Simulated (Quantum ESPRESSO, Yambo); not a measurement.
## SnO2 (Cassiterite): G0W0 in Yambo against the screening cutoff

Aim: move the screening cutoff of a G0W0 run on SnO2 (Cassiterite) over a wide range.

Program: Yambo 5.3.0. Level of theory: PBE and many-body steps on it, plane waves. Results are calculated unless marked as measured.

Report form: the programs' logs are mostly left out.

### 1. The structure

It takes space group P4_2/mnm (No. 136, tetragonal). Conventional cell: a = 4.738 Å, b = 4.738 Å, c = 3.187 Å, α = 90.00°, β = 90.00°, γ = 90.00°. Nearest to Sn lie 6 O at 2.05 to 2.06 Å. O has 3 Sn at 2.05 to 2.06 Å nearest. Farther neighbours and most contacts between anions are not listed.

Coordinates:

```cif
data_structure
_symmetry_space_group_name_H-M 'P 1'
_symmetry_Int_Tables_number 1
_cell_length_a 4.7380
_cell_length_b 4.7380
_cell_length_c 3.1865
_cell_angle_alpha 90.000
_cell_angle_beta 90.000
_cell_angle_gamma 90.000
_cell_volume 71.53
loop_
_atom_site_label
_atom_site_type_symbol
_atom_site_fract_x
_atom_site_fract_y
_atom_site_fract_z
_atom_site_occupancy
Sn1 Sn 0.00000 0.00000 0.00000 1
Sn2 Sn 0.50000 0.50000 0.50000 1
O3 O 0.30710 0.30710 0.00000 1
O4 O 0.19290 0.80710 0.50000 1
O5 O 0.69290 0.69290 0.00000 1
O6 O 0.80710 0.19290 0.50000 1
```

The cell and positions come from the Crystallography Open Database and are kept as given unless a step says otherwise.

### 2. 2.25 Ha

This step: Yambo 5.3.0; G0W0 on PBE, plane waves, norm-conserving pseudopotentials.

G0W0 replaces the xc potential by the self-energy, built once from these orbitals. Only a window of levels is corrected, while the sums run over the empty bands that the input names.

File gw7.in:

```
HF_and_locXC
gw0
dyson
ppa
em1d
rim_cut
RandQpts= 1000000
RandGvec= 1 RL
EXXRLvcs= 84 Ry
VXCRLvcs= 336 Ry
Chimod= "HARTREE"
% BndsRnXp
 1 | 109 |
%
NGsBlkXp= 4.5 Ry
% LongDrXp
 1 | 1 | 1 |
%
% GbndRnge
 1 | 109 |
%
DysSolver= "n"
ExtendOut
PPAPntXp= 27.21138 eV
% QPkrange
 1 | 1 | 33 | 36 |
%
```

The run is started by

```bash
$ OMP_NUM_THREADS=2 mpirun -n 4 yambo -F gw7.in -J gw7 -C gw7 > gw7.log
```

The job ended after 2 min (4 MPI ranks of Arm Neoverse V2, shared host; peak memory 4 GiB; 14 min of CPU time).

This step gave:

- G0W0 gap on the points computed: 2.670 eV
- starting gap on the mesh: 1.289 eV
- k of the valence top: 0, 0, 0
- k of the conduction bottom: 0, 0, 0
- least direct G0W0 gap on the computed points: 2.670 eV
- Z at the valence top: 0.7967
- Z at the conduction bottom: 0.8492

The gap on the mesh goes from 1.29 eV to 2.67 eV, a correction of +1.38 eV.

### 3. 3.5 Ha

File gw8.in:

```
HF_and_locXC
gw0
dyson
ppa
em1d
rim_cut
RandQpts= 1000000
RandGvec= 1 RL
EXXRLvcs= 84 Ry
VXCRLvcs= 336 Ry
Chimod= "HARTREE"
% BndsRnXp
 1 | 109 |
%
NGsBlkXp= 7 Ry
% LongDrXp
 1 | 1 | 1 |
%
% GbndRnge
 1 | 109 |
%
DysSolver= "n"
ExtendOut
PPAPntXp= 27.21138 eV
% QPkrange
 1 | 1 | 33 | 36 |
%
```

The run is started by

```bash
$ OMP_NUM_THREADS=2 mpirun -n 4 yambo -F gw8.in -J gw8 -C gw8 > gw8.log
```

The job ended after 2.4 min (4 MPI ranks; peak memory 4 GiB; 16 min of CPU time).

Numbers from this step:

| Quantity | Value |
| --- | --- |
| G0W0 gap on the points computed | 2.723 eV |
| starting gap on the mesh | 1.289 eV |
| k of the valence top | 0, 0, 0 |
| k of the conduction bottom | 0, 0, 0 |
| least direct G0W0 gap on the computed points | 2.723 eV |
| Z at the valence top | 0.7884 |
| Z at the conduction bottom | 0.8424 |

Against the run before, the gap moves by +0.053 eV.

### 4. 7.25 Ha

File gw9.in:

```
HF_and_locXC
gw0
dyson
ppa
em1d
rim_cut
RandQpts= 1000000
RandGvec= 1 RL
EXXRLvcs= 84 Ry
VXCRLvcs= 336 Ry
Chimod= "HARTREE"
% BndsRnXp
 1 | 109 |
%
NGsBlkXp= 14.5 Ry
% LongDrXp
 1 | 1 | 1 |
%
% GbndRnge
 1 | 109 |
%
DysSolver= "n"
ExtendOut
PPAPntXp= 27.21138 eV
% QPkrange
 1 | 1 | 33 | 36 |
%
```

The run is started by

```bash
$ OMP_NUM_THREADS=2 mpirun -n 4 yambo -F gw9.in -J gw9 -C gw9 > gw9.log
```

Wall time 5.3 min (4 MPI ranks); peak memory 4 GiB.

Numbers from this step:

```
G0W0 gap on the points computed              : 2.782 eV
starting gap on the mesh                     : 1.289 eV
k of the valence top                         : 0, 0, 0
k of the conduction bottom                   : 0, 0, 0
least direct G0W0 gap on the computed points : 2.782 eV
```

Against the run before, the gap moves by +0.059 eV.

### 5. 9 Ha

File gw10.in:

```
HF_and_locXC
gw0
dyson
ppa
em1d
rim_cut
RandQpts= 1000000
RandGvec= 1 RL
EXXRLvcs= 84 Ry
VXCRLvcs= 336 Ry
Chimod= "HARTREE"
% BndsRnXp
 1 | 109 |
%
NGsBlkXp= 18 Ry
% LongDrXp
 1 | 1 | 1 |
%
% GbndRnge
 1 | 109 |
%
DysSolver= "n"
ExtendOut
PPAPntXp= 27.21138 eV
% QPkrange
 1 | 1 | 33 | 36 |
%
```

The run is started by

```bash
$ OMP_NUM_THREADS=2 mpirun -n 4 yambo -F gw10.in -J gw10 -C gw10 > gw10.log
```

It took 9 min on 4 MPI ranks; peak memory 4 GiB.

This step gave:

```
G0W0 gap on the points computed              : 2.793 eV
starting gap on the mesh                     : 1.289 eV
k of the valence top                         : 0, 0, 0
k of the conduction bottom                   : 0, 0, 0
least direct G0W0 gap on the computed points : 2.793 eV
```

Against the run before, the gap moves by +0.012 eV.

### 6. 11.25 Ha

File gw11.in:

```
HF_and_locXC
gw0
dyson
ppa
em1d
rim_cut
RandQpts= 1000000
RandGvec= 1 RL
EXXRLvcs= 84 Ry
VXCRLvcs= 336 Ry
Chimod= "HARTREE"
% BndsRnXp
 1 | 109 |
%
NGsBlkXp= 22.5 Ry
% LongDrXp
 1 | 1 | 1 |
%
% GbndRnge
 1 | 109 |
%
DysSolver= "n"
ExtendOut
PPAPntXp= 27.21138 eV
% QPkrange
 1 | 1 | 33 | 36 |
%
```

The run is started by

```bash
$ OMP_NUM_THREADS=2 mpirun -n 4 yambo -F gw11.in -J gw11 -C gw11 > gw11.log
```

The job ended after 14 min (4 MPI ranks; peak memory 4.1 GiB).

Numbers from this step:

- G0W0 gap on the points computed: 2.801 eV
- starting gap on the mesh: 1.289 eV
- k of the valence top: 0, 0, 0
- k of the conduction bottom: 0, 0, 0
- least direct G0W0 gap on the computed points: 2.801 eV

Against the run before, the gap moves by +0.007 eV.

### 7. Side by side

Times are wall times on 4 MPI ranks of Arm Neoverse V2, shared host, good to a factor of about two.

```csv
run,mesh,bands,screening cutoff (eV),DFT gap (eV),gap on the mesh (eV),direct (eV),time
2.25 Ha,4×4×4,109,61.2,1.289,2.670,2.670,2 min
3.5 Ha,4×4×4,109,95.2,1.289,2.723,2.723,2.4 min
7.25 Ha,4×4×4,109,197.3,1.289,2.782,2.782,5.3 min
9 Ha,4×4×4,109,244.9,1.289,2.793,2.793,9 min
11.25 Ha,4×4×4,109,306.1,1.289,2.801,2.801,14 min
```

### 8. What came out

```yaml
2p25_ha: 2.670 eV
3p5_ha: 2.723 eV
7p25_ha: 2.782 eV
9_ha: 2.793 eV
11p25_ha: 2.801 eV
known_limits: not at the basis limit; no spin-orbit coupling; coarse k mesh
```

The setting moved: screening cutoff. From 2.25 Ha to 11.25 Ha the gap moves by +0.13 eV, for 7.1 times the time. It holds to 0.03 eV from 7.25 Ha on. Bands and screening cutoff are coupled, so a series along one setting does not show full convergence. Bands and cutoff are finite, so the gap is not at the basis limit. The miss can reach some tenths of an eV and take either sign; the mesh is an error of its own. In the G0W0 runs levels were corrected at 1 k point alone, so a gap called «on the mesh» is the least over those, and an edge elsewhere would be missed. The 4×4×4 mesh is coarse for this cell, which bears on the long-range parts of exchange and screening. The many-body steps are scalar-relativistic: spin-orbit coupling is not in them.

[Paths, hosts, dates, memory and timing lines, banners, echoed tables and standing remarks are left out of the program output.]

[Logs are printed without paths, hosts, clocks, repeated set-up lines and the standing remarks that a program may print on its own settings, such as how far it seeks lower states.]

[Runs of the session that timed out or met a known fault of the program may be left out.]

[Hosts, paths, dates, database ids (printed as entryN), source tags and the programs' standing remarks are cut or masked in the printed files.]
